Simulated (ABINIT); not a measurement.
# Selenium (P3_121, 3 atoms a cell): a self-consistent loop beyond G0W0, cycle by cycle

Wanted: G0W0 and self-consistent gaps of Selenium (P3_121, 3 atoms a cell), with the cost of the cycles.

Method: PBE and many-body steps on it, plane waves, in ABINIT 10.8.3.

**The experiments to reproduce.**

- Gap 1.68 eV: quasiparticle gap from dI/dV; STS; 78 K; film (ultrathin trigonal Se film on Te film) (“Selenium / Tellurium Two-Dimensional Structures: from Isovalent Se Dopants in Te to Atomically Thin Se Films”, 2023, arxiv:2307.02723).

- Gap 1.95 ± 0.04 eV: optical gap from Tauc plot, consistent with EQE derivative; UV-vis absorption; film (evaporated film annealed at 200 C for 2 min) (“Ultrathin high band gap solar cells with improved efficiencies from the world’s oldest photovoltaic material”, 2017, pmc:5613033).

This is a report of a sequence of runs, with most program output left out.

**1. The starting structure**

It takes space group P3_121 (No. 152, trigonal). Conventional cell: a = 4.366 Å, b = 4.366 Å, c = 4.954 Å, α = 90.00°, β = 90.00°, γ = 120.00°. Nearest to Se lie 2 Se at 2.37 Å.

The cell and positions come from the Crystallography Open Database and are kept as given unless a step says otherwise.

**2. Empty states on the mesh, 3×3×2 mesh, 147 bands**

This step: ABINIT 10.8.3; DFT, PBE, plane waves, norm-conserving pseudopotentials.

The sums over transitions need many empty states on a uniform mesh; this step solves for them.

run.abi reads:

```
acell 3*1.0 Angstrom
rprim 
  4.366199999998 0.000000000000 0.000000000000
  -2.183099999999 3.781240118002 0.000000000000
  0.000000000000 0.000000000000 4.953600000000
ntypat 1
znucl 34
natom 3
typat 1 1 1
xred 
  0.225400000000 0.000000000000 0.333333333333
  0.000000000000 0.225400000000 0.666666666667
  0.774600000000 0.774600000000 0.000000000000
pp_dirpath "pseudos"
pseudos "Se.upf"
ecut 48
ngkpt 3 3 2
nshiftk 1
shiftk 0 0 0
kptopt 1
chksymbreak 0
iscf -2
irdden 1
istwfk *1
nband 147
nbdbuf 12
tolwfr 1e-09
nstep 60
prtvol 0
indata_prefix "in"
outdata_prefix "out"
tmpdata_prefix "tmp"
```

Launch:

```console
OMP_NUM_THREADS=1 mpirun -n 6 abinit run.abi > log
```

The job ended after 42 s (6 MPI ranks of AMD EPYC 7B13 (Zen 3), shared host; peak memory 0.69 GiB; 4.2 min of CPU time).

Numbers from this step:

* gap: 1.261 eV
* k of the valence top: 0.3333, 0.3333, 0.5
* k of the conduction bottom: 0.3333, 0.3333, 0.5
* least direct gap: 1.261 eV
* k points computed: 6
* lowest point of the top converged band, above the valence top: 58.9752 eV

On this mesh the gap is 1.261 eV.

The density comes from a self-consistent run that is not shown.

**3. Screening, 3×3×2 mesh, 135 bands, screening to 130.6 eV**

The RPA dielectric matrix is built and inverted for each q.

This step: RPA screening on PBE, plane waves, norm-conserving pseudopotentials.

Edit run.abi of step 2 so:

```diff
@@ -21,10 +21,11 @@
 chksymbreak 0
-iscf -2
-irdden 1
 istwfk *1
-nband 147
-nbdbuf 12
-tolwfr 1e-09
-nstep 60
-prtvol 0
+occopt 1
+irdwfk 1
+optdriver 3
+nband 135
+ecuteps 4.8
+inclvkb 2
+awtr 1
+symchi 1
 indata_prefix "in"
```

Launch:

```console
OMP_NUM_THREADS=1 mpirun -n 8 abinit run.abi > log
```

The job ended after 55 s (8 MPI ranks; peak memory 2.8 GiB).

Numbers from this step:

| Property | Result |
| --- | --- |
| ε∞ with local fields, on this mesh, along the program's q direction | 15.72 |
| the same without local fields | 17.87 |
| plasma frequency | 34.84 eV |
| plane waves in the screening matrix | 279 |

Local fields lower ε∞ by 12 %. On a Γ-centred mesh this coarse the value itself is usually too large, while a short band sum pulls it down.

**4. G0W0**

The self-energy is evaluated for the states that the input lists, and the levels follow from it, in one-shot runs by the linearised quasiparticle equation.

This step: G0W0 on PBE, plane waves, norm-conserving pseudopotentials.

Edit run.abi of step 3 so:

```diff
@@ -24,8 +24,17 @@
 irdwfk 1
-optdriver 3
+optdriver 4
 nband 135
+gwcalctyp 0
+ecutsigx 48
+symsigma 1
+nkptgw 2
+kptgw 
+  0.3333333333 0.3333333333 0.5000000000
+  0.0000000000 0.0000000000 0.0000000000
+bdgw 
+  35 39
+  34 38
 ecuteps 4.8
-inclvkb 2
-awtr 1
-symchi 1
+irdscr 1
+ppmodel 1
 indata_prefix "in"
```

Wall time 8.8 s (8 MPI ranks); peak memory 1.8 GiB; 68 s of CPU time.

Numbers from this step:

- G0W0 gap on the points computed: 1.914 eV
- starting gap on the mesh: 1.261 eV
- k of the valence top: 0.3333, 0.3333, 0.5
- k of the conduction bottom: 0.3333, 0.3333, 0.5
- Z at the valence top: 0.782
- Z at the conduction bottom: 0.787
- least direct G0W0 gap on the computed points: 1.914 eV

The gap on the mesh goes from 1.26 eV to 1.91 eV, a correction of +0.65 eV.

**5. evGW0, cycle 1**

This step: evGW0 on PBE, plane waves, norm-conserving pseudopotentials.

Edit run.abi of step 4 so:

```diff
@@ -26,12 +26,20 @@
 nband 135
-gwcalctyp 0
+gwcalctyp 10
 ecutsigx 48
 symsigma 1
-nkptgw 2
+nkptgw 6
 kptgw 
+  0.0000000000 0.0000000000 0.0000000000
+  0.3333333333 0.0000000000 0.0000000000
+  0.3333333333 0.3333333333 0.0000000000
+  0.0000000000 0.0000000000 0.5000000000
+  0.3333333333 0.0000000000 0.5000000000
   0.3333333333 0.3333333333 0.5000000000
-  0.0000000000 0.0000000000 0.0000000000
 bdgw 
-  35 39
-  34 38
+  31 40
+  31 40
+  31 40
+  31 40
+  31 40
+  31 40
 ecuteps 4.8
```

It took 49 s on 8 MPI ranks; peak memory 2.9 GiB; 6.5 min of CPU time.

This step gave:

- quasiparticle gap on the mesh: 2.064 eV
- gap of the density functional on the mesh: 1.261 eV
- k of the valence top: 0.3333, 0.3333, 0.5
- k of the conduction bottom: 0, 0, 0.5
- Z at the valence top: 0.782
- Z at the conduction bottom: 0.794
- least direct quasiparticle gap on the computed points: 2.092 eV

Against G0W0 in ABINIT (3×3×2 mesh, 135 bands, screening to 130.6 eV, Godby-Needs plasmon pole), the gap moves by +0.150 eV. This first cycle still uses the starting levels; it takes the full correction, at all points of the mesh, and its linearised value is 1.914 eV.

**6. evGW0, cycle 2**

The corrected levels of the last cycle go back in.

Edit run.abi of step 5 so:

```diff
@@ -47,2 +47,3 @@
 ppmodel 1
+irdqps 1
 indata_prefix "in"
```

The job ended after 49 s (8 MPI ranks; peak memory 2.9 GiB; 6.5 min of CPU time).

Numbers from this step:

| Property | Result |
| --- | --- |
| quasiparticle gap on the mesh | 1.990 eV |
| gap of the density functional on the mesh | 1.261 eV |
| k of the valence top | 0.3333, 0.3333, 0.5 |
| k of the conduction bottom | 0.3333, 0.3333, 0.5 |
| least direct quasiparticle gap on the computed points | 1.990 eV |

Against the cycle before, the gap moves by −0.074 eV.

**7. evGW0, cycle 3**

run.abi is that of step 6.

Elapsed: 49 s, on 8 MPI ranks; peak memory 2.9 GiB; 6.4 min of CPU time.

Numbers from this step:

```
quasiparticle gap on the mesh                         : 2.002 eV
gap of the density functional on the mesh             : 1.261 eV
k of the valence top                                  : 0.3333, 0.3333, 0.5
k of the conduction bottom                            : 0.3333, 0.3333, 0.5
least direct quasiparticle gap on the computed points : 2.002 eV
```

Against the cycle before, the gap moves by +0.012 eV.

**8. evGW0, cycle 4**

run.abi is that of step 7.

It took 48 s on 8 MPI ranks; peak memory 2.9 GiB.

This step gave:

| Quantity | Value |
| --- | --- |
| quasiparticle gap on the mesh | 2 eV |
| gap of the density functional on the mesh | 1.261 eV |
| k of the valence top | 0.3333, 0.3333, 0.5 |
| k of the conduction bottom | 0.3333, 0.3333, 0.5 |
| least direct quasiparticle gap on the computed points | 2 eV |

Against the cycle before, the gap moves by −0.002 eV.

**9. Screening, 3×3×2 mesh, 135 bands, screening to 130.6 eV**

This step: RPA screening on PBE, plane waves, norm-conserving pseudopotentials.

run.abi reads:

```
acell 3*1.0 Angstrom
rprim 
  4.366199999998 0.000000000000 0.000000000000
  -2.183099999999 3.781240118002 0.000000000000
  0.000000000000 0.000000000000 4.953600000000
ntypat 1
znucl 34
natom 3
typat 1 1 1
xred 
  0.225400000000 0.000000000000 0.333333333333
  0.000000000000 0.225400000000 0.666666666667
  0.774600000000 0.774600000000 0.000000000000
pp_dirpath "pseudos"
pseudos "Se.upf"
ecut 48
ngkpt 3 3 2
nshiftk 1
shiftk 0 0 0
kptopt 1
chksymbreak 0
istwfk *1
occopt 1
irdwfk 1
optdriver 3
nband 135
ecuteps 4.8
inclvkb 2
awtr 1
symchi 1
gwcalctyp 10
mbpt_sciss 0.833 eV
nqptdm 1
qptdm 
  0 0 0
indata_prefix "in"
outdata_prefix "out"
tmpdata_prefix "tmp"
```

The job ended after 14 s (8 MPI ranks; peak memory 2.6 GiB; 1.9 min of CPU time).

This step gave:

| Property | Result |
| --- | --- |
| ε∞ with local fields, on this mesh, along the program's q direction | 12.03 |
| the same without local fields | 13.58 |
| plasma frequency | 34.84 eV |
| plane waves in the screening matrix | 279 |

This screening uses the functional's bands under a rigid shift, the mean opening of the cycle before.

**10. Screening, 3×3×2 mesh, 135 bands, screening to 130.6 eV**

This step: RPA screening on PBE from quasiparticle energies, plane waves, norm-conserving pseudopotentials.

Edit run.abi of step 9 so:

```diff
@@ -30,7 +30,11 @@
 symchi 1
+irdqps 1
 gwcalctyp 10
-mbpt_sciss 0.833 eV
-nqptdm 1
+nqptdm 5
 qptdm 
-  0 0 0
+  0.3333333333 0.0000000000 0.0000000000
+  0.3333333333 0.3333333333 0.0000000000
+  0.0000000000 0.0000000000 0.5000000000
+  0.3333333333 0.0000000000 0.5000000000
+  0.3333333333 0.3333333333 0.5000000000
 indata_prefix "in"
```

mrgscr.stdin reads:

```
2
merged
q0_SCR
out_SCR
1
```

Launch:

```console
OMP_NUM_THREADS=1 mpirun -n 8 abinit run.abi > log; mrgscr < mrgscr.stdin
```

Elapsed: 43 s, on 8 MPI ranks; peak memory 2.5 GiB; 5.7 min of CPU time.

This step gave:

```yaml
plasma_frequency: 34.84 eV
plane_waves_in_the_screening_matrix: 279
```

This screening reads the quasiparticle levels of the cycle before.

**11. evGW, cycle 1**

This step: evGW on PBE, plane waves, norm-conserving pseudopotentials.

Edit run.abi of step 10 so:

```diff
@@ -24,12 +24,10 @@
 irdwfk 1
-optdriver 3
+optdriver 4
 nband 135
-ecuteps 4.8
-inclvkb 2
-awtr 1
-symchi 1
-irdqps 1
 gwcalctyp 10
-nqptdm 5
-qptdm 
+ecutsigx 48
+symsigma 1
+nkptgw 6
+kptgw 
+  0.0000000000 0.0000000000 0.0000000000
   0.3333333333 0.0000000000 0.0000000000
@@ -39,2 +37,13 @@
   0.3333333333 0.3333333333 0.5000000000
+bdgw 
+  31 40
+  31 40
+  31 40
+  31 40
+  31 40
+  31 40
+ecuteps 4.8
+irdscr 1
+ppmodel 1
+irdqps 1
 indata_prefix "in"
```

Launch:

```console
OMP_NUM_THREADS=1 mpirun -n 8 abinit run.abi > log
```

Elapsed: 49 s, on 8 MPI ranks; peak memory 2.9 GiB.

This step gave:

```
quasiparticle gap on the mesh                         : 2.147 eV
gap of the density functional on the mesh             : 1.261 eV
k of the valence top                                  : 0.3333, 0.3333, 0.5
k of the conduction bottom                            : 0.3333, 0.3333, 0.5
least direct quasiparticle gap on the computed points : 2.147 eV
```

Against G0W0 in ABINIT (3×3×2 mesh, 135 bands, screening to 130.6 eV, Godby-Needs plasmon pole), the gap moves by +0.233 eV.

**12. Screening, 3×3×2 mesh, 135 bands, screening to 130.6 eV**

This step: RPA screening on PBE, plane waves, norm-conserving pseudopotentials.

run.abi reads:

```
acell 3*1.0 Angstrom
rprim 
  4.366199999998 0.000000000000 0.000000000000
  -2.183099999999 3.781240118002 0.000000000000
  0.000000000000 0.000000000000 4.953600000000
ntypat 1
znucl 34
natom 3
typat 1 1 1
xred 
  0.225400000000 0.000000000000 0.333333333333
  0.000000000000 0.225400000000 0.666666666667
  0.774600000000 0.774600000000 0.000000000000
pp_dirpath "pseudos"
pseudos "Se.upf"
ecut 48
ngkpt 3 3 2
nshiftk 1
shiftk 0 0 0
kptopt 1
chksymbreak 0
istwfk *1
occopt 1
irdwfk 1
optdriver 3
nband 135
ecuteps 4.8
inclvkb 2
awtr 1
symchi 1
gwcalctyp 10
mbpt_sciss 0.999 eV
nqptdm 1
qptdm 
  0 0 0
indata_prefix "in"
outdata_prefix "out"
tmpdata_prefix "tmp"
```

The job ended after 15 s (8 MPI ranks; peak memory 2.7 GiB; 2 min of CPU time).

Numbers from this step:

| Item | Value |
| --- | --- |
| ε∞ with local fields, on this mesh, along the program's q direction | 11.54 |
| the same without local fields | 13.01 |
| plasma frequency | 34.84 eV |
| plane waves in the screening matrix | 279 |

This screening uses the functional's bands under a rigid shift, the mean opening of the cycle before.

**13. Screening, 3×3×2 mesh, 135 bands, screening to 130.6 eV**

This step: RPA screening on PBE from quasiparticle energies, plane waves, norm-conserving pseudopotentials.

Edit run.abi of step 12 so:

```diff
@@ -30,7 +30,11 @@
 symchi 1
+irdqps 1
 gwcalctyp 10
-mbpt_sciss 0.999 eV
-nqptdm 1
+nqptdm 5
 qptdm 
-  0 0 0
+  0.3333333333 0.0000000000 0.0000000000
+  0.3333333333 0.3333333333 0.0000000000
+  0.0000000000 0.0000000000 0.5000000000
+  0.3333333333 0.0000000000 0.5000000000
+  0.3333333333 0.3333333333 0.5000000000
 indata_prefix "in"
```

mrgscr.stdin is that of step 10.

Launch:

```console
OMP_NUM_THREADS=1 mpirun -n 8 abinit run.abi > log; mrgscr < mrgscr.stdin
```

Elapsed: 41 s, on 8 MPI ranks; peak memory 2.5 GiB.

This step gave:

* plasma frequency: 34.84 eV
* plane waves in the screening matrix: 279

This screening reads the quasiparticle levels of the cycle before.

**14. evGW, cycle 2**

This step: evGW on PBE, plane waves, norm-conserving pseudopotentials.

Edit run.abi of step 13 so:

```diff
@@ -24,12 +24,10 @@
 irdwfk 1
-optdriver 3
+optdriver 4
 nband 135
-ecuteps 4.8
-inclvkb 2
-awtr 1
-symchi 1
-irdqps 1
 gwcalctyp 10
-nqptdm 5
-qptdm 
+ecutsigx 48
+symsigma 1
+nkptgw 6
+kptgw 
+  0.0000000000 0.0000000000 0.0000000000
   0.3333333333 0.0000000000 0.0000000000
@@ -39,2 +37,13 @@
   0.3333333333 0.3333333333 0.5000000000
+bdgw 
+  31 40
+  31 40
+  31 40
+  31 40
+  31 40
+  31 40
+ecuteps 4.8
+irdscr 1
+ppmodel 1
+irdqps 1
 indata_prefix "in"
```

Launch:

```console
OMP_NUM_THREADS=1 mpirun -n 8 abinit run.abi > log
```

Elapsed: 49 s, on 8 MPI ranks; peak memory 2.9 GiB; 6.5 min of CPU time.

This step gave:

```yaml
quasiparticle_gap_on_the_mesh: 2.157 eV
gap_of_the_density_functional_on_the_mesh: 1.261 eV
k_of_the_valence_top: 0.3333, 0.3333, 0.5
k_of_the_conduction_bottom: 0.3333, 0.3333, 0.5
least_direct_quasiparticle_gap_on_the_computed_points: 2.157 eV
```

Against the cycle before, the gap moves by +0.010 eV.

**15. Screening, 3×3×2 mesh, 135 bands, screening to 130.6 eV**

This step: RPA screening on PBE, plane waves, norm-conserving pseudopotentials.

run.abi reads:

```
acell 3*1.0 Angstrom
rprim 
  4.366199999998 0.000000000000 0.000000000000
  -2.183099999999 3.781240118002 0.000000000000
  0.000000000000 0.000000000000 4.953600000000
ntypat 1
znucl 34
natom 3
typat 1 1 1
xred 
  0.225400000000 0.000000000000 0.333333333333
  0.000000000000 0.225400000000 0.666666666667
  0.774600000000 0.774600000000 0.000000000000
pp_dirpath "pseudos"
pseudos "Se.upf"
ecut 48
ngkpt 3 3 2
nshiftk 1
shiftk 0 0 0
kptopt 1
chksymbreak 0
istwfk *1
occopt 1
irdwfk 1
optdriver 3
nband 135
ecuteps 4.8
inclvkb 2
awtr 1
symchi 1
gwcalctyp 10
mbpt_sciss 1.011 eV
nqptdm 1
qptdm 
  0 0 0
indata_prefix "in"
outdata_prefix "out"
tmpdata_prefix "tmp"
```

Run time: 15 s. Hardware: 8 MPI ranks; peak memory 2.6 GiB; 2 min of CPU time.

This step gave:

```
ε∞ with local fields, on this mesh, along the program's q direction : 11.51
the same without local fields                                       : 12.97
plasma frequency                                                    : 34.84 eV
plane waves in the screening matrix                                 : 279
```

This screening uses the functional's bands under a rigid shift, the mean opening of the cycle before.

**16. Screening, 3×3×2 mesh, 135 bands, screening to 130.6 eV**

This step: RPA screening on PBE from quasiparticle energies, plane waves, norm-conserving pseudopotentials.

Edit run.abi of step 15 so:

```diff
@@ -30,7 +30,11 @@
 symchi 1
+irdqps 1
 gwcalctyp 10
-mbpt_sciss 1.011 eV
-nqptdm 1
+nqptdm 5
 qptdm 
-  0 0 0
+  0.3333333333 0.0000000000 0.0000000000
+  0.3333333333 0.3333333333 0.0000000000
+  0.0000000000 0.0000000000 0.5000000000
+  0.3333333333 0.0000000000 0.5000000000
+  0.3333333333 0.3333333333 0.5000000000
 indata_prefix "in"
```

mrgscr.stdin is that of step 13.

Launch:

```console
OMP_NUM_THREADS=1 mpirun -n 8 abinit run.abi > log; mrgscr < mrgscr.stdin
```

Wall time 44 s (8 MPI ranks); peak memory 2.5 GiB; 5.9 min of CPU time.

Numbers from this step:

* plasma frequency: 34.84 eV
* plane waves in the screening matrix: 279

This screening reads the quasiparticle levels of the cycle before.

**17. evGW, cycle 3**

This step: evGW on PBE, plane waves, norm-conserving pseudopotentials.

Edit run.abi of step 16 so:

```diff
@@ -24,12 +24,10 @@
 irdwfk 1
-optdriver 3
+optdriver 4
 nband 135
-ecuteps 4.8
-inclvkb 2
-awtr 1
-symchi 1
-irdqps 1
 gwcalctyp 10
-nqptdm 5
-qptdm 
+ecutsigx 48
+symsigma 1
+nkptgw 6
+kptgw 
+  0.0000000000 0.0000000000 0.0000000000
   0.3333333333 0.0000000000 0.0000000000
@@ -39,2 +37,13 @@
   0.3333333333 0.3333333333 0.5000000000
+bdgw 
+  31 40
+  31 40
+  31 40
+  31 40
+  31 40
+  31 40
+ecuteps 4.8
+irdscr 1
+ppmodel 1
+irdqps 1
 indata_prefix "in"
```

Launch:

```console
OMP_NUM_THREADS=1 mpirun -n 8 abinit run.abi > log
```

Wall time 49 s (8 MPI ranks); peak memory 2.9 GiB.

Numbers from this step:

```yaml
quasiparticle_gap_on_the_mesh: 2.158 eV
gap_of_the_density_functional_on_the_mesh: 1.261 eV
k_of_the_valence_top: 0.3333, 0.3333, 0.5
k_of_the_conduction_bottom: 0.3333, 0.3333, 0.5
least_direct_quasiparticle_gap_on_the_computed_points: 2.158 eV
```

Against the cycle before, the gap moves by +0.001 eV.

**18. The runs together**

Times are wall times on 8 MPI ranks of AMD EPYC 7B13 (Zen 3), shared host, good to a factor of about two. A run's time includes the screening step that it read.

| run | mesh | bands | screening cutoff (eV) | DFT gap (eV) | gap on the mesh (eV) | direct (eV) | ε∞ used | time |
| --- | --- | --- | --- | --- | --- | --- | --- | --- |
| G0W0 | 3×3×2 | 135 | 130.6 | 1.261 | 1.914 | 1.914 | 15.72 | 64 s |
| evGW0, cycle 1 | 3×3×2 | 135 | 130.6 | 1.261 | 2.064 | 2.092 | 15.72 | 1.7 min |
| evGW0, cycle 2 | 3×3×2 | 135 | 130.6 | 1.261 | 1.990 | 1.990 | 15.72 | 1.7 min |
| evGW0, cycle 3 | 3×3×2 | 135 | 130.6 | 1.261 | 2.002 | 2.002 | 15.72 | 1.7 min |
| evGW0, cycle 4 | 3×3×2 | 135 | 130.6 | 1.261 | 2.000 | 2.000 | 15.72 | 1.7 min |
| evGW, cycle 1 | 3×3×2 | 135 | 130.6 | 1.261 | 2.147 | 2.147 | 12.03 | 1.8 min |
| evGW, cycle 2 | 3×3×2 | 135 | 130.6 | 1.261 | 2.157 | 2.157 | 11.54 | 1.8 min |
| evGW, cycle 3 | 3×3×2 | 135 | 130.6 | 1.261 | 2.158 | 2.158 | 11.51 | 1.8 min |

**19. Outcome**

```json
{
  "G0W0": "1.914 eV",
  "evGW0, cycle 1": "2.064 eV",
  "evGW0, cycle 2": "1.990 eV",
  "evGW0, cycle 3": "2.002 eV",
  "evGW0, cycle 4": "2.000 eV",
  "evGW, cycle 1": "2.147 eV",
  "evGW, cycle 2": "2.157 eV",
  "evGW, cycle 3": "2.158 eV",
  "known limits": "not at the basis limit; no spin-orbit coupling; coarse k mesh"
}
```

Only the bands that the input lists are updated; the others, empty or deep, keep the functional's energies or take a rigid shift. The evGW loop starts from the last levels of evGW0, so its cycles and time come on top of those. evGW0 ends at 2.00 eV, +0.09 eV from G0W0, after 4 cycles that took 3.2 min beside the first screening; the last moved the gap by 0.002 eV. evGW ends at 2.16 eV, +0.24 eV from G0W0, after 3 cycles that took 5.3 min beside the first screening; the last moved the gap by 0.001 eV. The first cycle of evGW0 takes the full correction, without the factor Z, so it overshoots the one-shot value. Against experiment, by evGW, cycle 3: the gap of 2.16 eV lies +0.48 eV from the measured 1.68 eV (electronic, 78 K, 2023); the gap of 2.16 eV lies +0.21 eV from the measured 1.95 ± 0.04 eV (optical, 2017). An exciton line or allowed optical edge lies below the quasiparticle gap by the binding energy; a forbidden edge can push the onset above it. These are gaps on the mesh, at modest bands and cutoff. The calculation has static nuclei and no excitons; a measured gap holds zero-point and thermal motion, which mostly lowers it. Bands and cutoff are finite, so the gap is not at the basis limit. The miss can reach some tenths of an eV and take either sign; the mesh is an error of its own. A denser mesh or path gives a starting gap of 1.03 eV: the GW mesh misses a band edge, so its gaps are not the fundamental one. The 3×3×2 mesh is coarse for this cell, which bears on the long-range parts of exchange and screening. In the updated screening the q = 0 part is built from Kohn-Sham bands under a rigid shift, the other q from the quasiparticle levels. The many-body steps are scalar-relativistic: spin-orbit coupling is not in them.

[Paths, hosts, dates, memory and timing lines, banners, echoed tables and standing remarks are left out of the program output.]

[Logs are printed without paths, hosts, clocks, repeated set-up lines and the standing remarks that a program may print on its own settings, such as how far it seeks lower states.]

[Runs of the session that timed out or met a known fault of the program may be left out.]

[Hosts, paths, dates, database ids (printed as entryN), source tags and the programs' standing remarks are cut or masked in the printed files.]

[G0W0 gaps are taken among the corrected bands and points alone; a level outside them can change the order at an edge.]

[Where Ansatz stands beside ABINIT at settings called matched, ABINIT's density can come from a denser mesh and the files from another edition; pairs whose starting gaps differed by over 0.03 eV were left out, so agreement reads better than it is.]
